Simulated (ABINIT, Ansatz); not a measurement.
# BiH3 (Pm-3m): zone-centre phonons, part 2 of 4

Which modes does BiH3 (Pm-3m) have at the zone centre?

ABINIT 10.8.3; DFT LDA, scalar-relativistic, plane waves, HGH norm-conserving pseudopotentials.

So far. Step 2 (Relaxing the cell and atoms): The volume changes by -1.1 % from the cell with which this run began. Step 3 (Ground state): The cell stands at -0.40 GPa: the relaxation ran with a smoothed and higher cutoff, and the difference is a stress of the finite basis. The relaxed cell has a = 4.119 Å (conventional setting).

The structure was built from a prototype and need not be the compound's stable phase.

## (4) Zone-centre response

At q = 0 one unit cell holds all displacements. The response is solved for single atoms along the cell's directions, and symmetry skips those that follow from others. The crystal is treated as a metal, which screens a static field, so no field response is asked.

dfpt_gamma.abi reads:

```

# common to the responses
getwfk_filepath "gso_WFK"
kptopt 2
nqpt 1
qpt 0.0 0.0 0.0
asr 0
chneut 0

# displacements
rfphon 1
rfatpol 1 4
rfdir 1 1 1
tolvrs 1.0d-10
prtwf 0

# basis, mesh and filling
ecut 35.0
ixc 7
ngkpt 8 8 8
nshiftk 1
shiftk 0.0 0.0 0.0
istwfk *1
occopt 3
tsmear 0.01
nband 9
nstep 100
diemac 1000000.0
prtebands 0
prtgsr 0

# cell and atoms
acell 7.782930409 7.782930409 7.782930409
rprim 
    1.0 0.0 0.0
    0.0 1.0 0.0
    0.0 0.0 1.0
ntypat 2
znucl 83 1
natom 4
typat 1 2 2 2
xred 
    0.0 0.0 0.0
    0.5 0.0 0.0
    0.0 0.5 0.0
    0.0 0.0 0.5
pp_dirpath "./pseudo"
pseudos "Bi.hgh, H.hgh"
```

On the command line:

```bash
$ OMP_NUM_THREADS=1 mpirun -n 4 abinit dfpt_gamma.abi > dfpt_gamma.log
```

Numbers of over 12 decimals in the logs are rounded to 6 here.

dfpt_gamma.abo, the main output file:

```text
[banners, grids, parts of the stress and lines that vanish by symmetry left out]
- input  file    -> dfpt_gamma.abi
- output file    -> dfpt_gamma.abo
- root for input  files -> dfpt_gammai
- root for output files -> dfpt_gammao

 Symmetries : space group Pm -3 m (#221); Bravais cP (primitive cubic)
================================================================================
 Values of the parameters that define the memory need of the present run (RF).
     intxc =       0      iscf =       7    lmnmax =       6     lnmax =       6
     mgfft =      45  mpssoang =       3    mqgrid =    3001     natom =       4
  nloc_mem =       1    nspden =       1   nspinor =       1    nsppol =       1
      nsym =      48    n1xccc =       0    ntypat =       2    occopt =       3
   xclevel =       1
-    mband =           9        mffmem =           1         mkmem =          65
-   mkqmem =          65        mk1mem =          65           mpw =        4700
      nfft =       91125          nkpt =         260
- my_mband =           9
================================================================================
================================================================================

--------------------------------------------------------------------------------
------------- Echo of variables that govern the present computation ------------
--------------------------------------------------------------------------------
-
- outvars: echo of selected default values
-   iomode0 =  0 , fftalg0 =312 , wfoptalg0 =  0
-
- outvars: echo of global parameters not present in the input file
-  max_nthreads =    1
-
 -outvars: echo values of preprocessed input variables
 [... echo left out ...]
================================================================================

 chkinp: Checking input parameters for consistency.

[...]
== DATASET  1 ==================================================================
-   mpi_nproc: 4, omp_nthreads: 1 (-1 if OMP is not activated)

--- !DatasetInfo
iteration_state: {dtset: 1, }
dimensions: {natom: 4, nkpt: 260, mband: 9, nsppol: 1, nspinor: 1, nspden: 1, mpw: 4700, }
cutoff_energies: {ecut:  35.0, pawecutdg:  -1.0, }
electrons: {nelect:   8.00000000E+00, charge:   0.00000000E+00, occopt:   3.00000000E+00, tsmear:   1.00000000E-02, }
meta: {optdriver: 1, rfphon: 1, }
...

 mkfilename: getwfk from: gso_WFK

 Exchange-correlation functional for the present dataset will be:
  LDA: Perdew-Wang 92 LSD fit to Ceperley-Alder data - ixc=7
 Citation for XC functional:
  J.P.Perdew and Y.Wang, PRB 45, 13244 (1992)

 Real(R)+Recip(G) space primitive vectors, cartesian coordinates (Bohr,Bohr^-1):
 R(1)=  7.7829304  0.0000000  0.0000000  G(1)=  0.1284863  0.0000000  0.0000000
 R(2)=  0.0000000  7.7829304  0.0000000  G(2)=  0.0000000  0.1284863  0.0000000
 R(3)=  0.0000000  0.0000000  7.7829304  G(3)=  0.0000000  0.0000000  0.1284863
 Unit cell volume ucvol=  4.7144327E+02 bohr^3
 Angles (23,13,12)=  9.00000000E+01  9.00000000E+01  9.00000000E+01 degrees
 setup1 : take into account q-point for computing boxcut.

 getcut: wavevector=  0.0000  0.0000  0.0000  ngfft=  45  45  45
         ecut(hartree)=     35.000   => boxcut(ratio)=   2.12281

--- Pseudopotential description ------------------------------------------------
- pspini: atom type   1  psp file is ./pseudo/Bi.hgh

- pspini: atom type   2  psp file is ./pseudo/H.hgh

   2.78326576E+02                                ecore*ucvol(ha*bohr**3)
--------------------------------------------------------------------------------

 ==>  initialize data related to q vector <==

 The list of irreducible perturbations for this q vector is:
    1)    idir= 1    ipert=   1
    2)    idir= 1    ipert=   2
    3)    idir= 2    ipert=   2

[...]
The perturbation idir=   2  ipert=   1 is
 symmetric of a previously calculated perturbation.
 So, its SCF calculation is not needed.

 The perturbation idir=   3  ipert=   1 is
 symmetric of a previously calculated perturbation.
 So, its SCF calculation is not needed.

 The perturbation idir=   3  ipert=   2 is
 symmetric of a previously calculated perturbation.
 So, its SCF calculation is not needed.

 The perturbation idir=   1  ipert=   3 is
 symmetric of a previously calculated perturbation.
 So, its SCF calculation is not needed.

[...]
The perturbation idir=   2  ipert=   4 is
 symmetric of a previously calculated perturbation.
 So, its SCF calculation is not needed.

 The perturbation idir=   3  ipert=   4 is
 symmetric of a previously calculated perturbation.
 So, its SCF calculation is not needed.

--------------------------------------------------------------------------------
 Perturbation wavevector (in red.coord.)   0.000000  0.000000  0.000000
 Perturbation : displacement of atom   1   along direction   1
 Found     8 symmetries that leave the perturbation invariant.

[...]
dfpt_looppert : total number of electrons, from k and k+q
  fully or partially occupied states are    8.000000E+00 and    8.000000E+00.
 Initialisation of the first-order wave-functions :
  ireadwf=   0

--- !BeginCycle
iteration_state: {dtset: 1, }
solver: {iscf: 7, nstep: 100, nline: 4, wfoptalg: 0, }
tolerances: {tolvrs: 1.00E-10, }
...

     iter   2DEtotal(Ha)        deltaE(Ha) residm    vres2
-ETOT  1   12.754832907687     -9.767E+01 5.203E-01 7.912E+04
 ETOT  2  -1.378709     -1.413E+01 1.130E-02 3.243E+03
 ETOT  3  -1.760950     -3.822E-01 8.413E-04 2.527E+02
 ETOT  4  -1.781738     -2.079E-02 1.765E-04 2.827E+00
 ETOT  5  -1.781825     -8.701E-05 7.257E-06 4.471E-02
[...]
At SCF step   10       vres2   =  7.98E-12 < tolvrs=  1.00E-10 =>converged.
[...]
Mean square residual over all n,k,spin=   16.806E-17; max=  21.928E-15

 Thirteen components of 2nd-order total energy (hartree) are
 1,2,3: 0th-order hamiltonian combined with 1st-order wavefunctions
     kin0=   8.79359760E+01 eigvalue=   1.03174890E+01  local=  -2.24946945E+01
 4,5,6: 1st-order hamiltonian combined with 1st and 0th-order wfs
 loc psp =  -1.23391992E+02  Hartree=   2.25571277E+01     xc=  -1.21256586E+01
 note that "loc psp" includes a xc core correction that could be resolved
 7,8,9: eventually, occupation + non-local contributions
    edocc=   1.47921922E+01     enl0=   1.12270422E+01   enl1=  -1.01026956E+02
 1-9 gives the relaxation energy (to be shifted if some occ is /=2.0)
   erelax=  -1.12209474E+02
 10,11,12 Non-relaxation  contributions : frozen-wavefunctions and Ewald
 fr.local=   5.56628295E+01 fr.nonlo=   4.66917851E+01  Ewald=   8.07303288E+00
 13,14 Frozen wf xc core corrections (1) and (2)
 frxc 1  =   0.00000000E+00  frxc 2 =   0.00000000E+00
 Resulting in :
 2DEtotal=   -0.1781826614E+01 Ha. Also 2DEtotal=   -0.484859722105E+02 eV
    (2DErelax=   -1.1220947408E+02 Ha. 2DEnonrelax=    1.1042764747E+02 Ha)
    (  non-var. 2DEtotal :   -1.7818265640E+00 Ha)

[...]
Perturbation wavevector (in red.coord.)   0.000000  0.000000  0.000000
 Perturbation : displacement of atom   2   along direction   1
 Found     8 symmetries that leave the perturbation invariant.

[...]
dfpt_looppert : total number of electrons, from k and k+q
  fully or partially occupied states are    8.000000E+00 and    8.000000E+00.
 Initialisation of the first-order wave-functions :
  ireadwf=   0

--- !BeginCycle
iteration_state: {dtset: 1, }
solver: {iscf: 7, nstep: 100, nline: 4, wfoptalg: 0, }
tolerances: {tolvrs: 1.00E-10, }
...

     iter   2DEtotal(Ha)        deltaE(Ha) residm    vres2
-ETOT  1   3.199013     -6.494E+01 8.729E-01 2.650E+04
[...]
At SCF step   10       vres2   =  2.72E-12 < tolvrs=  1.00E-10 =>converged.
[...]
Mean square residual over all n,k,spin=   33.650E-18; max=  80.933E-16

 Thirteen components of 2nd-order total energy (hartree) are
 1,2,3: 0th-order hamiltonian combined with 1st-order wavefunctions
     kin0=   6.69279897E+01 eigvalue=   3.72049114E+00  local=  -1.85049135E+01
 4,5,6: 1st-order hamiltonian combined with 1st and 0th-order wfs
 loc psp =  -1.41799788E+02  Hartree=   1.77825685E+01     xc=  -1.06955997E+01
 note that "loc psp" includes a xc core correction that could be resolved
 7,8,9: eventually, occupation + non-local contributions
    edocc=   1.12722500E+01     enl0=   3.97107957E-01   enl1=   0.00000000E+00
 1-9 gives the relaxation energy (to be shifted if some occ is /=2.0)
   erelax=  -7.08998941E+01
 10,11,12 Non-relaxation  contributions : frozen-wavefunctions and Ewald
 fr.local=   4.39311067E+01 fr.nonlo=   0.00000000E+00  Ewald=   2.42067521E+01
 13,14 Frozen wf xc core corrections (1) and (2)
 frxc 1  =   0.00000000E+00  frxc 2 =   0.00000000E+00
 Resulting in :
 2DEtotal=   -0.2762035309E+01 Ha. Also 2DEtotal=   -0.751588096145E+02 eV
    (2DErelax=   -7.0899894106E+01 Ha. 2DEnonrelax=    6.8137858797E+01 Ha)
    (  non-var. 2DEtotal :   -2.7620353120E+00 Ha)

[...]
Perturbation wavevector (in red.coord.)   0.000000  0.000000  0.000000
 Perturbation : displacement of atom   2   along direction   2
 Found     4 symmetries that leave the perturbation invariant.

--------------------------------------------------------------------------------

--------------------------------------------------------------------------------

 dfpt_looppert : total number of electrons, from k and k+q
  fully or partially occupied states are    8.000000E+00 and    8.000000E+00.
 Initialisation of the first-order wave-functions :
  ireadwf=   0

--- !BeginCycle
iteration_state: {dtset: 1, }
solver: {iscf: 7, nstep: 100, nline: 4, wfoptalg: 0, }
tolerances: {tolvrs: 1.00E-10, }
...

     iter   2DEtotal(Ha)        deltaE(Ha) residm    vres2
-ETOT  1   2.945546     -5.975E+01 2.312E-01 1.335E+04
[...]
ETOT  9  0.516322     -3.762E-11 1.781E-12 6.772E-09
 ETOT 10  0.516322     -3.496E-12 1.001E-13 9.459E-11

 At SCF step   10       vres2   =  9.46E-11 < tolvrs=  1.00E-10 =>converged.
[...]
Mean square residual over all n,k,spin=   51.169E-17; max=  10.013E-14

 Thirteen components of 2nd-order total energy (hartree) are
 1,2,3: 0th-order hamiltonian combined with 1st-order wavefunctions
     kin0=   6.78754483E+01 eigvalue=   4.04077133E+00  local=  -1.80132139E+01
 4,5,6: 1st-order hamiltonian combined with 1st and 0th-order wfs
 loc psp =  -1.24360290E+02  Hartree=   1.20245796E+01     xc=  -7.56419571E+00
 note that "loc psp" includes a xc core correction that could be resolved
 7,8,9: eventually, occupation + non-local contributions
    edocc=   3.72657580E+00     enl0=   9.01796590E-02   enl1=   0.00000000E+00
 1-9 gives the relaxation energy (to be shifted if some occ is /=2.0)
   erelax=  -6.21801452E+01
 10,11,12 Non-relaxation  contributions : frozen-wavefunctions and Ewald
 fr.local=   6.91487198E+01 fr.nonlo=   0.00000000E+00  Ewald=  -6.45225302E+00
 13,14 Frozen wf xc core corrections (1) and (2)
 frxc 1  =   0.00000000E+00  frxc 2 =   0.00000000E+00
 Resulting in :
 2DEtotal=    0.5163215707E+00 Ha. Also 2DEtotal=    0.140498256873E+02 eV
    (2DErelax=   -6.2180145207E+01 Ha. 2DEnonrelax=    6.2696466777E+01 Ha)
    (  non-var. 2DEtotal :    5.1632164556E-01 Ha)

[...]
---- first-order wavefunction calculations are completed ----

 ==> Compute Derivative Database <==

 [... matrices left out ...]
  Phonon wavevector (reduced coordinates) :  0.00000  0.00000  0.00000
 Phonon energies in Hartree :
  -4.994053E-03 -4.994053E-03 -4.994053E-03 -1.629234E-06 -1.629233E-06
  -1.629229E-06  2.137052E-03  2.137052E-03  2.137052E-03  2.181224E-03
   2.181224E-03  2.181224E-03
 Phonon frequencies in cm-1    :
- -1.096068E+03 -1.096068E+03 -1.096068E+03 -3.575755E-01 -3.575753E-01
- -3.575745E-01  4.690288E+02  4.690288E+02  4.690288E+02  4.787234E+02
-  4.787234E+02  4.787234E+02

== END DATASET(S) ==============================================================
================================================================================

 -outvars: echo values of variables after computation
            acell      7.7829304090E+00  7.7829304090E+00  7.7829304090E+00 Bohr
           etotal      5.1632157069E-01
            fcart      0.0000000000E+00  0.0000000000E+00  0.0000000000E+00
           strten      0.0000000000E+00  0.0000000000E+00  0.0000000000E+00
================================================================================
```

It took 89 s on 4 MPI ranks of Intel Xeon at 2.70GHz, shared host; 5.9 min of CPU time.

This step gave:

```
largest acoustic frequency at the zone centre before the sum rule : -0.36 cm⁻¹
highest optical zone-centre mode (no LO-TO term)                  : 478.7 cm⁻¹
lowest optical zone-centre mode                                   : -1096 cm⁻¹
```

The acoustic modes at Γ come out as far as 0.4 cm⁻¹ from zero, where they should vanish, a small numerical error. The lowest optical mode is imaginary, 1096i cm⁻¹, an instability at this level and on this k mesh.

(Part 2 of 4 ends here.)

[Host names and launcher messages were left out of these logs when they were recorded.]

[Logs are printed without paths, hosts, clocks, repeated set-up lines and the standing remarks that a program may print on its own settings, such as how far it seeks lower states.]

[Hosts, paths, dates, database ids (printed as entryN), source tags and the programs' standing remarks are cut or masked in the printed files.]
